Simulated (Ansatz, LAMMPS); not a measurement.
# Squeezing and shearing glassy Na2MgSi3O8 (112 atoms), part 2 of 5

How stiff is glassy Na2MgSi3O8 (112 atoms), and how do its levels respond to strain?

Ansatz 0.2.0; Kohn-Sham DFT, PBE, PAW (set soft_2), plane waves.

The cell: 8 Mg, 16 Na, 64 O and 24 Si. The quench rate of 10 K/ps is many orders above laboratory rates. The network of bonds at the start is that of the classical potential that made the cell. Only the Γ point is sampled.

So far. Step 2 (Single point at the start): The r.m.s. force at the start is 1.3 eV/Å.

### Step 3. Cell and atoms relaxed

The cell is relaxed with the atoms, since the starting lattice needn't suit this functional.

Input file input.yaml:

```yaml
crystal:
  lattice:
    - [11.20281, 0.0, 0.0]
    - [0.0, 11.20281, 0.0]
    - [0.0, 0.0, 11.20281]
  atoms:
    [... the 112 atom lines of step 2 ...]
kpoints:
  mp_grid: { grid: [1, 1, 1] }
hamiltonian:
  xc: pbe
scf:
  occupations: { method: fermi_dirac, width: 0.05 }
output:
  forces: true
relax:
  f_tol: 0.05
  max_steps: 150
  cell: {}
```

The run is started by

```bash
> ansatz run input.yaml --threads 4 --pin off --max-ram 8192MiB --backend cpu --events-out ev --progress --plain --runs-dir out
```

Numbers of over 12 decimals in the logs are rounded to 6 here.

What it wrote:

```text
[...]
Crystal: 112 atoms, lattice volume = 1405.986 Å³
Basis set: ecut = 420 eV, 27609 PW (Γ), exchange–correlation on 150×150×150 points (8 copies of the dense FFT grid, shifted against one another)
Bands: 464, of which v1, the nominal top of the filled ones, is band 352 counted from 1 (351 counted from 0)
Symmetry: 1 space group operations
[...]
k-points: 1
[...]
SCF iter   1: F=—  HF=-90860.173391 eV  |F-HF|=—  |Δ(HF+E_count)|=         —  Δρ=2.42e-3  dr2=1.65e-1  ethr=1.77e-3  ⟨swp⟩=6.0  Hψ=1941  notcnv=0  defer=35
[...]
SCF iter  10: F=-90860.130405 eV  HF=-90860.130405 eV  |F-HF|=2.62e-10  |Δ(HF+E_count)|=   7.62e-8  Δρ=1.53e-6  dr2=3.09e-8  ethr=1.42e-11  ⟨swp⟩=4.0  Hψ=1447  notcnv=0
SCF 1 converged in 10 iterations: F = -90860.130405 eV  dr2 = 3.09e-8
[...]
relax step   1: F+E_penalty+E_count = -90860.13040515 eV  Δ(F+E_penalty+E_count) = +0.000e0 eV  max|allowed force component| = 6.319e0 eV/Å  Δτ_max = 0.0000 Å  P = +4.295 GPa  Ω = 1405.986 Å³  (10 SCF iters, dr2 threshold 1.00e-7 eV, accepted)
[... from here on, the SCF cycles and remarks between the steps are left out ...]
relax step   2: F+E_penalty+E_count = -90866.03347152 eV  Δ(F+E_penalty+E_count) = -5.903e0 eV  max|allowed force component| = 3.253e0 eV/Å  Δτ_max = 0.1905 Å  P = +2.172 GPa  Ω = 1411.710 Å³  energy of the carried Pulay correction = -1.790e-2 eV  (8 SCF iters, dr2 threshold 1.12e-5 eV, accepted)
relax step   3: F+E_penalty+E_count = -90869.42090611 eV  Δ(F+E_penalty+E_count) = -3.387e0 eV  max|allowed force component| = 1.254e0 eV/Å  Δτ_max = 0.1949 Å  P = -0.002 GPa  Ω = 1423.398 Å³  energy of the carried Pulay correction = -5.422e-2 eV  (8 SCF iters, dr2 threshold 1.12e-5 eV, accepted)
relax step   4: F+E_penalty+E_count = -90870.04938038 eV  Δ(F+E_penalty+E_count) = -6.285e-1 eV  max|allowed force component| = 5.961e-1 eV/Å  Δτ_max = 0.1857 Å  P = -0.309 GPa  Ω = 1433.289 Å³  energy of the carried Pulay correction = -8.472e-2 eV  (7 SCF iters, dr2 threshold 1.12e-5 eV, accepted)
relax step   5: F+E_penalty+E_count = -90870.47856964 eV  Δ(F+E_penalty+E_count) = -4.292e-1 eV  max|allowed force component| = 3.941e-1 eV/Å  Δτ_max = 0.1950 Å  P = -0.237 GPa  Ω = 1435.745 Å³  energy of the carried Pulay correction = -9.226e-2 eV  (7 SCF iters, dr2 threshold 1.12e-5 eV, accepted)
relax step   6: F+E_penalty+E_count = -90870.79455964 eV  Δ(F+E_penalty+E_count) = -3.160e-1 eV  max|allowed force component| = 2.240e-1 eV/Å  Δτ_max = 0.1939 Å  P = -0.103 GPa  Ω = 1436.811 Å³  energy of the carried Pulay correction = -9.553e-2 eV  (7 SCF iters, dr2 threshold 9.70e-6 eV, accepted)
relax step   7: F+E_penalty+E_count = -90871.06284496 eV  Δ(F+E_penalty+E_count) = -2.683e-1 eV  max|allowed force component| = 2.360e-1 eV/Å  Δτ_max = 0.2000 Å  P = -0.046 GPa  Ω = 1439.609 Å³  energy of the carried Pulay correction = -1.041e-1 eV  (7 SCF iters, dr2 threshold 3.14e-6 eV, accepted)
relax step   8: F+E_penalty+E_count = -90871.25164551 eV  Δ(F+E_penalty+E_count) = -1.888e-1 eV  max|allowed force component| = 2.782e-1 eV/Å  Δτ_max = 0.2000 Å  P = +0.017 GPa  Ω = 1445.040 Å³  energy of the carried Pulay correction = -1.207e-1 eV  (8 SCF iters, dr2 threshold 3.48e-6 eV, accepted)
relax step   9: F+E_penalty+E_count = -90871.39503081 eV  Δ(F+E_penalty+E_count) = -1.434e-1 eV  max|allowed force component| = 4.352e-1 eV/Å  Δτ_max = 0.2000 Å  P = -0.001 GPa  Ω = 1449.611 Å³  energy of the carried Pulay correction = -1.346e-1 eV  (8 SCF iters, dr2 threshold 4.84e-6 eV, accepted)
relax step  10: F+E_penalty+E_count = -90871.42241258 eV  Δ(F+E_penalty+E_count) = -2.738e-2 eV  max|allowed force component| = 3.956e-1 eV/Å  Δτ_max = 0.1956 Å  P = -0.078 GPa  Ω = 1455.440 Å³  energy of the carried Pulay correction = -1.523e-1 eV  (7 SCF iters, dr2 threshold 1.12e-5 eV, accepted)
relax step  11: F+E_penalty+E_count = -90871.45020411 eV  Δ(F+E_penalty+E_count) = -2.779e-2 eV  max|allowed force component| = 3.294e-1 eV/Å  Δτ_max = 0.0275 Å  P = -0.046 GPa  Ω = 1456.055 Å³  energy of the carried Pulay correction = -1.541e-1 eV  (6 SCF iters, dr2 threshold 9.78e-6 eV, accepted)
relax step  12: F+E_penalty+E_count = -90871.51786681 eV  Δ(F+E_penalty+E_count) = -6.766e-2 eV  max|allowed force component| = 1.313e-1 eV/Å  Δτ_max = 0.2000 Å  P = -0.002 GPa  Ω = 1460.268 Å³  energy of the carried Pulay correction = -1.668e-1 eV  (7 SCF iters, dr2 threshold 6.78e-6 eV, accepted)
relax step  13: F+E_penalty+E_count = -90871.54283836 eV  Δ(F+E_penalty+E_count) = -2.497e-2 eV  max|allowed force component| = 1.734e-1 eV/Å  Δτ_max = 0.2000 Å  P = -0.047 GPa  Ω = 1469.541 Å³  energy of the carried Pulay correction = -1.947e-1 eV  (8 SCF iters, dr2 threshold 1.08e-6 eV, accepted)
relax step  14: F+E_penalty+E_count = -90871.55690471 eV  Δ(F+E_penalty+E_count) = -1.407e-2 eV  max|allowed force component| = 1.848e-1 eV/Å  Δτ_max = 0.0956 Å  P = -0.083 GPa  Ω = 1472.730 Å³  energy of the carried Pulay correction = -2.043e-1 eV  (7 SCF iters, dr2 threshold 1.88e-6 eV, accepted)
[...]
relax step  18: F+E_penalty+E_count = -90871.70602368 eV  Δ(F+E_penalty+E_count) = -3.874e-2 eV  max|allowed force component| = 6.354e-2 eV/Å  Δτ_max = 0.2000 Å  P = +0.003 GPa  Ω = 1477.657 Å³  energy of the carried Pulay correction = -2.190e-1 eV  (7 SCF iters, dr2 threshold 2.39e-6 eV, accepted)
relax step  19: F+E_penalty+E_count = -90871.72207309 eV  Δ(F+E_penalty+E_count) = -1.605e-2 eV  max|allowed force component| = 1.528e-1 eV/Å  Δτ_max = 0.1961 Å  P = -0.023 GPa  Ω = 1477.726 Å³  energy of the carried Pulay correction = -2.192e-1 eV  (9 SCF iters, dr2 threshold 2.52e-7 eV, accepted)
relax step  20: F+E_penalty+E_count = -90871.74407416 eV  Δ(F+E_penalty+E_count) = -2.200e-2 eV  max|allowed force component| = 6.548e-2 eV/Å  Δτ_max = 0.2000 Å  P = +0.020 GPa  Ω = 1477.695 Å³  energy of the carried Pulay correction = -2.191e-1 eV  (8 SCF iters, dr2 threshold 1.46e-6 eV, accepted)
relax step  21: F+E_penalty+E_count = -90871.73482680 eV  Δ(F+E_penalty+E_count) = +9.247e-3 eV  max|allowed force component| = 1.246e-1 eV/Å  Δτ_max = 0.1819 Å  P = -0.117 GPa  Ω = 1479.110 Å³  energy of the carried Pulay correction = -2.233e-1 eV  (9 SCF iters, dr2 threshold 2.68e-7 eV, rejected (line search))
relax step  22: F+E_penalty+E_count = -90871.74978779 eV  Δ(F+E_penalty+E_count) = -5.714e-3 eV  max|allowed force component| = 4.919e-2 eV/Å  Δτ_max = 0.0909 Å  P = +0.027 GPa  Ω = 1478.054 Å³  energy of the carried Pulay correction = -2.202e-1 eV  (12 SCF iters, accepted)
relax step  23: F+E_penalty+E_count = -90871.75062572 eV  Δ(F+E_penalty+E_count) = -8.379e-4 eV  max|allowed force component| = 4.450e-2 eV/Å  Δτ_max = 0.0973 Å  P = -0.023 GPa  Ω = 1478.947 Å³  energy of the carried Pulay correction = -2.228e-1 eV  (11 SCF iters, accepted)
relax step  24: F+E_penalty+E_count = -90872.15320364 eV  Δ(F+E_penalty+E_count) = -4.026e-1 eV  max|allowed force component| = 4.445e-2 eV/Å  Δτ_max = 0.0000 Å  P = +0.432 GPa  Ω = 1478.947 Å³  stress off target by 8.40e-1 GPa  SCF on the basis re-selected at this cell (its energy is not comparable with the rows above)  (8 SCF iters)
relax step  25: F+E_penalty+E_count = -90872.08267942 eV  Δ(F+E_penalty+E_count) = +7.052e-2 eV  max|allowed force component| = 1.333e-1 eV/Å  Δτ_max = 0.1076 Å  P = -0.319 GPa  Ω = 1503.873 Å³  energy of the carried Pulay correction = -8.327e-2 eV  (8 SCF iters, dr2 threshold 1.77e-6 eV, accepted)
relax step  26: F+E_penalty+E_count = -90872.15287465 eV  Δ(F+E_penalty+E_count) = -7.020e-2 eV  max|allowed force component| = 4.985e-2 eV/Å  Δτ_max = 0.1194 Å  P = +0.030 GPa  Ω = 1493.753 Å³  energy of the carried Pulay correction = -4.814e-2 eV  (8 SCF iters, dr2 threshold 1.11e-6 eV, accepted)
relax step  27: F+E_penalty+E_count = -90872.15611142 eV  Δ(F+E_penalty+E_count) = -3.237e-3 eV  max|allowed force component| = 4.736e-2 eV/Å  Δτ_max = 0.1072 Å  P = +0.009 GPa  Ω = 1494.083 Å³  energy of the carried Pulay correction = -4.924e-2 eV  (9 SCF iters, dr2 threshold 1.17e-8 eV, accepted)
relax step  28: F+E_penalty+E_count = -90872.20462379 eV  Δ(F+E_penalty+E_count) = -4.851e-2 eV  max|allowed force component| = 4.735e-2 eV/Å  Δτ_max = 0.0000 Å  P = +0.025 GPa  Ω = 1494.083 Å³  stress off target by 7.75e-2 GPa  SCF on the basis re-selected at this cell (its energy is not comparable with the rows above)  (7 SCF iters)
relax step  29: F+E_penalty+E_count = -90872.20438680 eV  Δ(F+E_penalty+E_count) = +2.370e-4 eV  max|allowed force component| = 1.552e-2 eV/Å  Δτ_max = 0.0186 Å  P = +0.001 GPa  Ω = 1494.676 Å³  energy of the carried Pulay correction = -1.896e-3 eV  (9 SCF iters, dr2 threshold 1.50e-8 eV, accepted)
relax step  30: F+E_penalty+E_count = -90872.20703471 eV  Δ(F+E_penalty+E_count) = -2.648e-3 eV  max|allowed force component| = 1.549e-2 eV/Å  Δτ_max = 0.0000 Å  P = +0.002 GPa  Ω = 1494.676 Å³  stress off target by 1.01e-2 GPa  SCF on the basis re-selected at this cell (its energy is not comparable with the rows above)  (5 SCF iters)
[...]
SCF converged after 5 iterations
Free energy (F): -90872.207035 eV
[...]
Internal energy: -90872.207035 eV  (E = F + TS)
E sigma→0 (E₀):  -90872.207035 eV
Fermi energy:    5.888954 eV
[...]
--- Forces (eV/Å), atoms counted from 1 ---
  atom   1  Mg    -0.00138272    -0.00047484     0.00611920
  atom   2  Mg     0.00254253    -0.00417733     0.00226231
  atom   3  Mg    -0.00256202     0.00028320     0.00104526
  atom   4  Mg    -0.00053427    -0.00086099    -0.00538753
  atom   5  Mg     0.00247107     0.00438668     0.00030256
  atom   6  Mg     0.00100265    -0.00291295    -0.00004395
  atom   7  Mg     0.00739458    -0.00327140    -0.00356405
  atom   8  Mg     0.00553811     0.00090270    -0.00124369
  atom   9  Na     0.00163191    -0.00035379     0.00643161
  atom  10  Na    -0.00228939     0.00068911     0.00298331
  atom  11  Na    -0.00200872    -0.00119684    -0.00223966
  atom  12  Na     0.00512083     0.00206910    -0.00133672
  atom  13  Na     0.00148168    -0.00180180    -0.00259151
  atom  14  Na     0.00324521     0.00101886    -0.00201185
[...]
atom 111  Si    -0.00660966     0.00906187    -0.00213778
  atom 112  Si    -0.00325643     0.00138234     0.01092241
  max |Σ_I F_I| component: 6.33e-5 eV/Å
--- Stress (GPa, compression-positive) ---
        0.006483       0.006559       0.001440
        0.006559      -0.005982       0.001897
        0.001439       0.001897       0.004376
  P = ⅓ Tr σ = 0.0016 GPa (0.016 kbar)
--- Relaxed structure (27 steps of the walk, 26 accepted, 3 SCFs on fresh bases) ---
  F+E_penalty+E_count = -90872.20703471 eV   max|allowed force component| = 1.549e-2 eV/Å   (the final SCF, on the basis selected at the relaxed cell)
  cell:  # Å, volume = 1494.6760 Å³
    - [11.838591, 0.259817, 0.027967]
    - [0.259817, 11.060555, 0.173519]
    - [0.027967, 0.173519, 11.423505]
  atoms:
    - { symbol: Mg, position: [0.483399, 0.634851, 0.215436] }
    - { symbol: Mg, position: [0.509224, 0.060568, 0.359022] }
    - { symbol: Mg, position: [0.388313, 0.053597, 0.592001] }
    - { symbol: Mg, position: [0.243373, 0.790996, 0.781998] }
[...]
- { symbol: Si, position: [0.711525, 0.175989, 0.270185] }
```

Run time: 10 min. Hardware: 4 threads of Intel Xeon Platinum 8375C at 2.90GHz (Ice Lake), shared host; peak memory 2.2 GiB; 34 min of CPU time.

The relaxation converged after 27 steps, with a largest force component of 0.015 eV/Å.

### Step 4. Single point at the relaxed geometry

One more single point at the end of the walk gives the fuller output and checks the residual forces.

Input file input.yaml:

```yaml
crystal:
  lattice:
    - [11.83859, 0.25982, 0.02797]
    - [0.25982, 11.06056, 0.17352]
    - [0.02797, 0.17352, 11.42351]
  atoms:
    - { symbol: Mg, position: [0.4834, 0.63485, 0.21544] }
    - { symbol: Mg, position: [0.50922, 0.06057, 0.35902] }
    - { symbol: Mg, position: [0.38831, 0.0536, 0.592] }
    - { symbol: Mg, position: [0.24337, 0.791, 0.782] }
    - { symbol: Mg, position: [0.69899, 0.81237, 0.3137] }
    - { symbol: Mg, position: [0.49795, 0.65105, 0.6749] }
    [... 100 atom lines left out ...]
    - { symbol: Si, position: [0.81866, 0.52228, 0.34202] }
    - { symbol: Si, position: [0.87256, 0.95129, 0.88119] }
    - { symbol: Si, position: [0.00958, 0.979, 0.30195] }
    - { symbol: Si, position: [0.79044, 0.48479, 0.89649] }
    - { symbol: Si, position: [0.6099, 0.37307, 0.74835] }
    - { symbol: Si, position: [0.71152, 0.17599, 0.27018] }
kpoints:
  mp_grid: { grid: [1, 1, 1] }
hamiltonian:
  xc: pbe
scf:
  occupations: { method: fermi_dirac, width: 0.05 }
output:
  forces: true
  stress: true
  populations: true
  dos:
    method: { smearing: { sigma: 0.1 } }
    de: 0.1
    projected: { site_lists: { Mg: [Mg], Na: [Na], O: [O], Si: [Si] } }
  eigenvalues: true
  write_density: true
  write_potential: true
  volumetric_format: npy
  elf: true
```

What it wrote:

```text
[...]
Crystal: 112 atoms, lattice volume = 1494.677 Å³
Basis set: ecut = 420 eV, 29183 PW (Γ), exchange–correlation on 160×150×160 points (8 copies of the dense FFT grid, shifted against one another)
Bands: 464, of which v1, the nominal top of the filled ones, is band 352 counted from 1 (351 counted from 0)
Symmetry: 1 space group operations
[...]
k-points: 1
[...]
SCF iter   1: F=—  HF=-90872.211604 eV  |F-HF|=—  |Δ(HF+E_count)|=         —  Δρ=1.92e-3  dr2=8.19e-2  ethr=1.77e-3  ⟨swp⟩=5.0  Hψ=1777  notcnv=0  defer=101
[...]
SCF iter   9: F=-90872.207030 eV  HF=-90872.207030 eV  |F-HF|=2.07e-8  |Δ(HF+E_count)|=   4.66e-7  Δρ=2.45e-6  dr2=8.59e-8  ethr=1.42e-11  ⟨swp⟩=18.0  Hψ=4357  notcnv=0
SCF 1 converged in 9 iterations: F = -90872.207030 eV  dr2 = 8.59e-8
[...]
SCF converged after 9 iterations
Free energy (F): -90872.207030 eV
[...]
Internal energy: -90872.207030 eV  (E = F + TS)
E sigma→0 (E₀):  -90872.207030 eV
Fermi energy:    5.889032 eV
[...]
--- Forces (eV/Å), atoms counted from 1 ---
  atom   1  Mg    -0.00148583    -0.00038247     0.00571549
  atom   2  Mg     0.00340195    -0.00471316     0.00282359
  atom   3  Mg    -0.00242544    -0.00008567     0.00124438
  atom   4  Mg     0.00003925    -0.00158744    -0.00568491
  atom   5  Mg     0.00235295     0.00454243     0.00100168
  atom   6  Mg    -0.00018870    -0.00345017     0.00034023
  atom   7  Mg     0.00743537    -0.00310131    -0.00379672
  atom   8  Mg     0.00580962     0.00140292    -0.00138920
  atom   9  Na     0.00160714    -0.00043339     0.00627937
  atom  10  Na    -0.00221952     0.00041976     0.00335420
  atom  11  Na    -0.00189135    -0.00098790    -0.00215394
  atom  12  Na     0.00532920     0.00206912    -0.00111499
  atom  13  Na     0.00128167    -0.00191778    -0.00232945
  atom  14  Na     0.00296529     0.00100539    -0.00197997
[...]
atom 111  Si    -0.00437650     0.00912180    -0.00301170
  atom 112  Si    -0.00114886     0.00027940     0.01314286
  max |Σ_I F_I| component: 1.45e-4 eV/Å
--- Stress (GPa, compression-positive) ---
        0.005868       0.007031       0.001382
        0.007032      -0.005342       0.002016
        0.001382       0.002016       0.004152
  P = ⅓ Tr σ = 0.0016 GPa (0.016 kbar)
--- Band table (eV) ---
[...]
--- Löwdin populations: 112 sites ---
  site symbol       q [e]
     0     Mg      8.3642
     1     Mg      8.3688
     2     Mg      8.3684
[...]
111     Si      2.4234
  spilling = 0.009758 (of n_electrons = 704.000000)
```

Wall time 32 s (4 threads); peak memory 2.2 GiB.

Read from the output:

* free energy: -90872.2070 eV
* free energy per atom: -811.3590 eV/atom
* SCF cycles: 9
* pressure: 0.001559 GPa
* r.m.s. force component: 0.00408 eV/Å
* longest force: 0.01775 eV/Å
* Fermi energy: 5.889 eV
* gap (highest filled to lowest empty level): 2.456 eV
* spilling of the projection: 0.009758

Löwdin charges by element and coordination (they lack the spilled electrons, 0.061 e an atom on average):

```csv
element,coordination,atoms,mean charge (e),spread,least,most
Mg,all,8,1.63,0.0105,1.62,1.65
Mg,4,7,1.63,0.0096,1.62,1.65
Mg,5,1,1.62,0,1.62,1.62
Na,all,16,0.792,0.0136,0.759,0.816
Na,4,4,0.796,0.0132,0.779,0.816
Na,5,9,0.790,0.0148,0.759,0.805
Na,6,3,0.792,0.007,0.786,0.801
O,all,64,-0.917,0.118,-1.37,-0.767
O,2,7,-0.792,0.0126,-0.808,-0.767
O,3,35,-0.894,0.098,-1.07,-0.788
O,4,21,-0.994,0.118,-1.37,-0.811
O,5,1,-0.978,0,-0.978,-0.978
Si,all,24,1.66,0.0518,1.55,1.75
```

States in the cell by windows of 1 eV, zero at the Fermi level; the larger projections on atomic orbitals stand beside the total:

```csv
from (eV),to (eV),total,O p,Si p
-10,-9,16.3,11.7,2.2
-9,-8,24.9,19.0,4.7
-8,-7,21.3,16.3,2.5
-7,-6,53.2,43.4,4.9
-6,-5,67.6,60.3,3.0
-5,-4,72.6,67.7,1.9
-4,-3,76.5,72.7,1.5
-3,-2,19.6,18.8,0.3
-2,-1,7.3,6.9,0.1
-1,1,0.0,0.0,0.0
1,2,2.0,0.0,0.0
2,3,4.9,0.5,0.3
3,4,15.1,1.6,1.7
4,5,28.5,3.0,6.7
```

Between -26 and -10 eV lie 249 more states.

About 96 of the 704 electrons lie in deeper levels, below the stored range.

The levels nearest the highest filled one (over half full), pooled over k-points and spins:

```csv
level less the highest filled one (eV),occupation
-1.22,2
-0.836,2
-0.770,2
-0.434,2
-0.337,2
0,2
2.46,0
3.88,0
3.94,0
4.27,0
4.30,0
4.42,0
```

Valence density in the bc plane at fractional x = 0.502, with atoms of Mg and Na and O and Si within 0.2 Å of it. It is the smooth field of the valence electrons, not physical close to the nuclei.

Values in e/Å³, 13 rows by 16 columns, each cell a mean:
```
 4  3  0  0  0  0  0  0  4  8  0  0  0  0  0  0
 2  1  0  1  1  0  0  0  0  1  0  0  0  0  0  0
 0  0  0  0  1  0  0  1  1  0  0  0  0  0  0  1
 2  0  0  0  0  0  0  2  2  1  6  1  0  0  1  5
 0  0  0  0  0  0  0  0  0  1 11  2  0  0  0  1
 0  1  2  1  0  0  0  0  0  0  1  2  0  0  0  0
 0  1  5  1  0  1  1  0  0  0  2  5  1  0  0  0
 2  3  0  0  0  3  4  0  0  0  0  0  0  0  0  0
 6  9  0  0  0  0  0  0  0  0  0  0  2  2  0  0
 0  0  0  0  0  0  0  0  0  1  4  1  3  2  0  0
 0  0  0  0  0  0  0  0  0  2  7  0  0  0  1  1
 0  0  0  0  0  0  0  0  0  0  0  0  0  0  2  2
 0  0  0  0  0  0  0  0  0  0  0  0  0  0  0  0
```
Columns run along b (11.1 Å), rows up along c (11.4 Å). Atoms in or near the plane, at fractional coordinates: Mg at (0.06, 0.36), Mg at (0.65, 0.67), Na at (0.56, 0.95), O at (0.05, 0.93), O at (0.37, 0.42), O at (0.14, 0.51), O at (0.71, 0.51), O at (0.97, 0.72), Si at (0.93, 0.85).

ELF in the bc plane at fractional x = 0.502, with atoms of Mg and Na and O and Si within 0.2 Å of it. It is the smooth field of the valence electrons, not physical close to the nuclei.

Values, 13 rows by 16 columns, each cell a mean:
```
0.71 0.71 0.43 0.27 0.27 0.09 0.01 0.06 0.54 0.53 0.18 0.02 0.03 0.09 0.12 0.46
0.67 0.66 0.37 0.54 0.70 0.34 0.06 0.20 0.22 0.24 0.04 0.01 0.06 0.20 0.15 0.34
0.41 0.12 0.13 0.56 0.69 0.34 0.32 0.76 0.77 0.36 0.03 0.02 0.04 0.15 0.39 0.58
0.78 0.35 0.02 0.10 0.16 0.12 0.46 0.77 0.79 0.29 0.26 0.12 0.03 0.14 0.71 0.66
0.48 0.14 0.17 0.07 0.06 0.09 0.09 0.31 0.34 0.14 0.30 0.19 0.06 0.04 0.35 0.63
0.09 0.61 0.74 0.57 0.17 0.12 0.07 0.02 0.02 0.19 0.54 0.69 0.56 0.07 0.04 0.08
0.16 0.68 0.66 0.70 0.34 0.66 0.69 0.39 0.02 0.32 0.78 0.62 0.71 0.23 0.50 0.60
0.19 0.26 0.40 0.27 0.41 0.70 0.69 0.52 0.03 0.05 0.31 0.44 0.39 0.28 0.44 0.53
0.28 0.32 0.06 0.03 0.14 0.45 0.50 0.15 0.11 0.09 0.05 0.45 0.73 0.70 0.23 0.06
0.08 0.22 0.24 0.05 0.01 0.02 0.03 0.04 0.07 0.16 0.25 0.40 0.76 0.78 0.35 0.03
0.08 0.32 0.24 0.05 0.01 0.01 0.03 0.32 0.45 0.20 0.30 0.10 0.33 0.21 0.32 0.28
0.03 0.04 0.06 0.25 0.28 0.07 0.05 0.43 0.51 0.13 0.16 0.26 0.06 0.07 0.52 0.46
0.48 0.38 0.13 0.61 0.71 0.34 0.02 0.06 0.17 0.18 0.17 0.28 0.05 0.01 0.04 0.13
```
Columns run along b (11.1 Å), rows up along c (11.4 Å). Atoms in or near the plane, at fractional coordinates: Mg at (0.06, 0.36), Mg at (0.65, 0.67), Na at (0.56, 0.95), O at (0.05, 0.93), O at (0.37, 0.42), O at (0.14, 0.51), O at (0.71, 0.51), O at (0.97, 0.72), Si at (0.93, 0.85).

Between filled and empty levels lie 2.46 eV (at Γ alone); a semilocal functional tends to put such gaps too low. In a disordered cell it changes from sample to sample, and tail or defect levels can set it. Mean Löwdin charges: Mg +1.63, Na +0.79, O -0.92, Si +1.66 e (they miss 0.98 % of the electrons, so they add up to more than the cell's charge).

(Continued in part 3 of 5.)

[Logs are printed without paths, hosts, clocks, repeated set-up lines and the standing remarks that a program may print on its own settings, such as how far it seeks lower states.]

[Hosts, paths, dates, database ids (printed as entryN), source tags and the programs' standing remarks are cut or masked in the printed files.]
